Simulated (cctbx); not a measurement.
# A crystallographic session in cctbx: LiAlI4

Library: cctbx 2025.11. The data are simulated by the first script.

## 1. Simulate the data

run.py:

```python
from cctbx import adptbx, crystal, miller, sgtbx, xray
from cctbx.array_family import flex
from iotbx.shelx import hklf
from scitbx import matrix
import scitbx.random

cs = crystal.symmetry(unit_cell=(12.195, 7.664, 10.221, 90, 90, 90), space_group_symbol='Hall: -P 2ac 2n')  # Pnma
atoms = [  # label, site, U (iso, or U11 U22 U33 U12 U13 U23 in A^2), occupancy
    ("I1", (0.9257, 0.0029, 0.3211), (0.0096, 0.0051, 0.0057, 0.0003, 0.0006, 0.0003), 1),
    ("I2", (0.3965, 0.75, 0.5757), (0.0083, 0.0178, 0.0136, 0.0000, 0.0010, 0.0000), 1),
    ("I3", (0.2212, 0.75, 0.9531), (0.0059, 0.0105, 0.0067, 0.0000, -0.0009, 0.0000), 1),
    ("Al1", (0.0682, 0.75, 0.811), (0.0149, 0.0104, 0.0161, 0.0000, -0.0051, 0.0000), 1),
    ("Li1", (0.1888, 0.75, 0.3098), (0.0252, 0.0252, 0.0326, 0.0000, -0.0002, 0.0000), 1),
]
xs = xray.structure(crystal_symmetry=cs)
for label, site, u, occ in atoms:
    u = adptbx.u_cif_as_u_star(cs.unit_cell(), u) if isinstance(u, tuple) else u
    xs.add_scatterer(xray.scatterer(label, site=site, u=u, occupancy=occ))
xs.set_inelastic_form_factors(0.56087, "sasaki")
xs.show_summary()
p1 = xs.expand_to_p1()
ms = miller.build_set(p1, anomalous_flag=True, d_min=1.1)
flex.set_random_seed(888301)
scitbx.random.set_random_seed(888301)
ms = ms.select(flex.random_double(ms.size()) < 0.8)
i = ms.structure_factors_from_scatterers(p1, algorithm="direct").f_calc().as_intensity_array().data()
i = i * 40000 / flex.max(i)
sig = flex.sqrt(i + flex.pow2(0.06 * i) + 2 ** 2)
noise = scitbx.random.variate(scitbx.random.normal_distribution())(i.size())
data = ms.array(data=i + sig * noise, sigmas=sig).set_observation_type_xray_intensity()
with open("data.hkl", "w") as f:
    data.export_as_shelx_hklf(f)
print("reflections written:", data.size(), " <I/sigma> = %.1f" % flex.mean(data.data() / data.sigmas()))
for h, a, b in list(data.sort("data"))[:12]:
    print("%4d%4d%4d %9.1f %7.1f" % (h + (a, b)))
```

```console
$ python run.py
```

```text
Number of scatterers: 5
At special positions: 4
Unit cell: (12.195, 7.664, 10.221, 90, 90, 90)
Space group: P n m a (No. 62)
reflections written: 2354  <I/sigma> = 11.6
   0  -4   0   42091.2  2408.3
  -3  -2   4   34502.5  1901.5
   0   4   0   33718.9  2408.3
  -3   2  -4   32209.9  1901.5
   3  -2   4   31156.8  1901.5
  -3   2   4   30305.1  1901.5
   3  -2  -4   28940.0  1901.5
  -3  -2  -4   28714.2  1901.5
   3   2  -4   28471.9  1901.5
  -3   0  -2   24019.6  1364.9
   6   0   0   23654.4  1482.0
   0  -2  -2   21152.0  1178.5
```

It took 0.4 s on 1 thread of Arm Neoverse N1, with other jobs on the host, peak memory 0.07 GiB.

## 2. Refinement (right model)

run.py:

```python
import math
from cctbx import adptbx, crystal, maptbx, sgtbx, xray
from cctbx.array_family import flex
from cctbx.xray import observations
from iotbx.shelx import hklf
from scitbx.lstbx import normal_eqns_solving
from smtbx import absolute_structure, utils
from smtbx.refinement import constraints, least_squares

cs = crystal.symmetry(unit_cell=(12.195, 7.664, 10.221, 90, 90, 90), space_group_symbol='Hall: -P 2ac 2n')  # Pnma
atoms = [  # label, site, U (iso, or U11 U22 U33 U12 U13 U23 in A^2), occupancy
    ("I1", (0.9234, 0.0046, 0.3192), 0.0200, 1),
    ("I2", (0.3968, 0.75, 0.5773), 0.0200, 1),
    ("I3", (0.2199, 0.75, 0.9517), 0.0200, 1),
    ("Al1", (0.068, 0.75, 0.8087), 0.0200, 1),
    ("Li1", (0.1892, 0.75, 0.306), 0.0200, 1),
]
xs = xray.structure(crystal_symmetry=cs)
for label, site, u, occ in atoms:
    u = adptbx.u_cif_as_u_star(cs.unit_cell(), u) if isinstance(u, tuple) else u
    xs.add_scatterer(xray.scatterer(label, site=site, u=u, occupancy=occ))
xs.set_inelastic_form_factors(0.56087, "sasaki")
raw = hklf.reader(file_name="data.hkl").as_miller_arrays(crystal_symmetry=cs, anomalous=True)[0]
merged = raw.eliminate_sys_absent().merge_equivalents()
fo2 = merged.array().set_observation_type_xray_intensity()
print("Rint %.3f, %d unique reflections to %.2f A" % (merged.r_int(), fo2.size(), fo2.d_min()))
for sc in xs.scatterers():
    sc.flags.set_grad_site(True)
    sc.flags.set_grad_u_aniso(sc.flags.use_u_aniso())
    sc.flags.set_grad_u_iso(sc.flags.use_u_iso())
obs = fo2.as_xray_observations()
extra = {}
rep = constraints.reparametrisation(xs, [], utils.connectivity_table(xs), **extra)
ls = least_squares.crystallographic_ls(obs, rep, weighting_scheme=least_squares.mainstream_shelx_weighting(a=0, b=0))
print("cycle     R1     wR2    GooF  max shift (A)")
for cycle in range(8):
    ls.build_up()
    r1, wr2, goof = ls.r1_factor(cutoff_factor=2)[0], ls.wR2(), ls.goof()
    old = xs.sites_cart()
    normal_eqns_solving.levenberg_marquardt_iterations(ls, n_max_iterations=3, tau=1e-06, step_threshold=1e-7)
    big = flex.max((xs.sites_cart() - old).norms())
    print("%4d %7.4f %7.4f %7.3f %9.5f" % (cycle + 1, r1, wr2, goof, big))
    ls.build_up(objective_only=True)
    if abs(ls.wR2() - wr2) < 5e-5 and big < 5e-4:
        break
ls.build_up()
print("final R1 %.4f wR2 %.4f GooF %.3f  parameters %d  data/parameter %.1f" % (ls.r1_factor(cutoff_factor=2)[0], ls.wR2(), ls.goof(), ls.n_parameters, fo2.size() / ls.n_parameters))
cov = ls.covariance_matrix_and_annotations()
su = dict(zip(cov.annotations, (math.sqrt(max(v, 0)) for v in cov.matrix.matrix_packed_u_diagonal())))
a2 = cs.unit_cell().reciprocal_parameters()[0] ** -2
print("atom        x        y        z      Ueq    occ   su(xyz)  su(Uiso or U11)")
for sc in xs.scatterers():
    s = max(su.get(sc.label + k, 0) for k in (".x", ".y", ".z"))
    npd = "" if sc.is_positive_definite_u(cs.unit_cell()) else "  NPD"
    print("%-5s %8.5f %8.5f %8.5f %8.4f %6.3f %8.5f %7.4f%s" % ((sc.label,) + sc.site + (sc.u_iso_or_equiv(cs.unit_cell()), sc.occupancy, s, su.get(sc.label + ".uiso", su.get(sc.label + ".u11", 0) * a2), npd)))
fo = fo2.f_sq_as_f()
fc = fo.structure_factors_from_scatterers(xs, algorithm="direct").f_calc()
diff = fo.f_obs_minus_f_calc(1 / math.sqrt(ls.scale_factor()), fc).average_bijvoet_mates()
m = diff.fft_map(symmetry_flags=maptbx.use_space_group_symmetry, resolution_factor=0.25).apply_volume_scaling()
print("difference map: max %.2f min %.2f rms %.2f" % (m.statistics().max(), m.statistics().min(), m.statistics().sigma()))
peaks = m.peak_search(parameters=maptbx.peak_search_parameters(min_distance_sym_equiv=0.6, max_clusters=6)).all()
near = xs.closest_distances(peaks.sites(), distance_cutoff=4)
sps = cs.special_position_settings(min_distance_sym_equiv=0.5)
for k, (x, h) in enumerate(zip(peaks.sites(), peaks.heights())):
    ss = sps.site_symmetry(x)
    print("Q%-3d %7.4f %7.4f %7.4f %4d %7.2f  %.2f A from %s" % ((k + 1,) + tuple(t % 1 for t in ss.exact_site()) + (ss.multiplicity(), h, near.smallest_distances[k], xs.scatterers()[near.i_seqs[k]].label)))
```

```console
$ python run.py
```

```text
Rint 0.047, 412 unique reflections to 1.10 A
cycle     R1     wR2    GooF  max shift (A)
   1  0.0916  0.2991   8.682   0.04798
   2  0.0230  0.0670   1.945   0.00314
   3  0.0230  0.0670   1.945   0.00003
final R1 0.0230 wR2 0.0670 GooF 1.945  parameters 16  data/parameter 25.8
atom        x        y        z      Ueq    occ   su(xyz)  su(Uiso or U11)
I1     0.92559  0.00283  0.32109   0.0062  1.000  0.00007  0.0004
I2     0.39657  0.75000  0.57571   0.0136  1.000  0.00008  0.0004
I3     0.22127  0.75000  0.95310   0.0083  1.000  0.00008  0.0004
Al1    0.06791  0.75000  0.81113   0.0152  1.000  0.00037  0.0012
Li1    0.19069  0.75000  0.31032   0.0359  1.000  0.00237  0.0067
difference map: max 0.94 min -1.40 rms 0.18
Q1    0.1079  0.1628  0.0844    8    0.97  0.68 A from I2
Q2    0.2194  0.6681  0.9613    8    0.88  0.63 A from I3
Q3    0.1421  0.0019  0.6935    8    0.70  0.84 A from I1
Q4    0.0144  0.5192  0.6657    8    0.68  0.75 A from I1
Q5    0.0198  0.7500  0.8717    4    0.54  0.85 A from Al1
Q6    0.1411  0.2500  0.4059    4    0.45  1.75 A from I3
```

Time: 0.61 s.

## 3. Simulate the data

run.py, as its changes from the last script of this kind:

```diff
@@ -22 +22 @@
-ms = miller.build_set(p1, anomalous_flag=True, d_min=1.1)
+ms = miller.build_set(p1, anomalous_flag=True, d_min=0.84)
```

```console
$ python run.py
```

```text
Number of scatterers: 5
At special positions: 4
Unit cell: (12.195, 7.664, 10.221, 90, 90, 90)
Space group: P n m a (No. 62)
reflections written: 5348  <I/sigma> = 11.1
   0  -4   0   43024.3  2408.3
   0   4   0   38275.5  2408.3
  -3   2  -4   34794.7  1901.5
   3  -2   4   32133.9  1901.5
  -3  -2  -4   31202.8  1901.5
  -3   2   4   31089.6  1901.5
  -3  -2   4   30683.3  1901.5
   3  -2  -4   27007.6  1901.5
   6   0   0   24236.1  1482.0
  -3   0  -2   24176.9  1364.9
   3   0  -2   22164.0  1364.9
  -6   0   0   21960.8  1482.0
```

Time: 0.43 s.

## 4. Refinement (right model)

run.py, as its changes from the last script of this kind:

```diff
@@ -12,5 +12,5 @@
-    ("I1", (0.9234, 0.0046, 0.3192), 0.0200, 1),
-    ("I2", (0.3968, 0.75, 0.5773), 0.0200, 1),
-    ("I3", (0.2199, 0.75, 0.9517), 0.0200, 1),
-    ("Al1", (0.068, 0.75, 0.8087), 0.0200, 1),
-    ("Li1", (0.1892, 0.75, 0.306), 0.0200, 1),
+    ("I1", (0.9243, 0.0013, 0.3204), 0.0200, 1),
+    ("I2", (0.398, 0.75, 0.5761), 0.0200, 1),
+    ("I3", (0.2192, 0.75, 0.9538), 0.0200, 1),
+    ("Al1", (0.0701, 0.75, 0.8082), 0.0200, 1),
+    ("Li1", (0.1896, 0.75, 0.3121), 0.0200, 1),
@@ -22,0 +23 @@
+xs.convert_to_anisotropic()
```

```console
$ python run.py
```

```text
Rint 0.047, 908 unique reflections to 0.84 A
cycle     R1     wR2    GooF  max shift (A)
   1  0.1152  0.3208   9.097   0.03663
   2  0.0139  0.0339   0.960   0.00213
   3  0.0139  0.0339   0.960   0.00016
final R1 0.0139 wR2 0.0339 GooF 0.960  parameters 33  data/parameter 27.5
atom        x        y        z      Ueq    occ   su(xyz)  su(Uiso or U11)
I1     0.92568  0.00291  0.32111   0.0068  1.000  0.00002  0.0001
I2     0.39651  0.75000  0.57573   0.0132  1.000  0.00002  0.0002
I3     0.22121  0.75000  0.95311   0.0078  1.000  0.00002  0.0001
Al1    0.06825  0.75000  0.81102   0.0138  1.000  0.00012  0.0006
Li1    0.18851  0.75000  0.30981   0.0277  1.000  0.00075  0.0041
difference map: max 0.52 min -0.56 rms 0.15
Q1    0.1114  0.7500  0.2529    4    0.54  1.10 A from Li1
Q2    0.2035  0.0021  0.6276    8    0.51  1.66 A from I1
Q3    0.0496  0.2500  0.1272    4    0.48  0.84 A from I2
Q4    0.1029  0.9864  0.6284    8    0.47  0.63 A from I1
Q5    0.2059  0.2500  0.7500    4    0.46  1.43 A from Li1
Q6    0.1929  0.1314  0.5567    8    0.46  1.75 A from I3
```

Time: 0.68 s.

## 5. Simulate the data

run.py, as its changes from the last script of this kind:

```diff
@@ -22 +22 @@
-ms = miller.build_set(p1, anomalous_flag=True, d_min=0.84)
+ms = miller.build_set(p1, anomalous_flag=True, d_min=0.6)
```

```console
$ python run.py
```

```text
Number of scatterers: 5
At special positions: 4
Unit cell: (12.195, 7.664, 10.221, 90, 90, 90)
Space group: P n m a (No. 62)
reflections written: 14768  <I/sigma> = 9.6
   0  -4   0   39005.0  2408.3
   3   2   4   33346.5  1901.5
   3  -2   4   33317.3  1901.5
  -3  -2  -4   32117.3  1901.5
  -3   2   4   32033.3  1901.5
  -3  -2   4   31646.5  1901.5
  -3   2  -4   31283.7  1901.5
   3  -2  -4   30499.5  1901.5
  -6   0   0   24573.5  1482.0
  -3   0  -2   23834.1  1364.9
   3   0   2   23361.7  1364.9
   6   0   0   22166.4  1482.0
```

Time: 0.52 s.

## 6. Refinement (right model)

run.py, as its changes from the last script of this kind:

```diff
@@ -12,5 +12,5 @@
-    ("I1", (0.9243, 0.0013, 0.3204), 0.0200, 1),
-    ("I2", (0.398, 0.75, 0.5761), 0.0200, 1),
-    ("I3", (0.2192, 0.75, 0.9538), 0.0200, 1),
-    ("Al1", (0.0701, 0.75, 0.8082), 0.0200, 1),
-    ("Li1", (0.1896, 0.75, 0.3121), 0.0200, 1),
+    ("I1", (0.9277, 0.0005, 0.3216), 0.0200, 1),
+    ("I2", (0.3954, 0.75, 0.5746), 0.0200, 1),
+    ("I3", (0.2227, 0.75, 0.953), 0.0200, 1),
+    ("Al1", (0.0706, 0.75, 0.8105), 0.0200, 1),
+    ("Li1", (0.1909, 0.75, 0.3147), 0.0200, 1),
```

```console
$ python run.py
```

```text
Rint 0.049, 2450 unique reflections to 0.60 A
cycle     R1     wR2    GooF  max shift (A)
   1  0.2012  0.4845  12.199   0.03453
   2  0.0144  0.0371   0.935   0.00601
   3  0.0144  0.0371   0.934   0.00256
   4  0.0144  0.0371   0.934   0.00110
   5  0.0144  0.0371   0.934   0.00048
final R1 0.0144 wR2 0.0371 GooF 0.934  parameters 33  data/parameter 74.2
atom        x        y        z      Ueq    occ   su(xyz)  su(Uiso or U11)
I1     0.92571  0.00290  0.32111   0.0068  1.000  0.00001  0.0000
I2     0.39650  0.75000  0.57567   0.0132  1.000  0.00001  0.0001
I3     0.22120  0.75000  0.95311   0.0077  1.000  0.00001  0.0000
Al1    0.06820  0.75000  0.81097   0.0136  1.000  0.00008  0.0003
Li1    0.18992  0.75000  0.31049   0.0274  1.000  0.00060  0.0025
difference map: max 0.82 min -0.92 rms 0.18
Q1    0.2433  0.2500  0.5681    4    0.87  1.25 A from I3
Q2    0.0703  0.1275  0.8816    8    0.72  2.23 A from I2
Q3    0.0101  0.5839  0.1882    8    0.71  1.83 A from I1
Q4    0.0500  0.0134  0.0324    8    0.65  1.98 A from I2
Q5    0.0085  0.7500  0.0196    4    0.64  1.68 A from I2
Q6    0.0757  0.6174  0.8098    8    0.63  1.02 A from Al1
```

It took 0.89 s on 1 thread of Arm Neoverse N1, on a shared host, peak memory 0.1 GiB.

[Logs are printed without paths, hosts, clocks, repeated set-up lines and the standing remarks that a program may print on its own settings, such as how far it seeks lower states.]
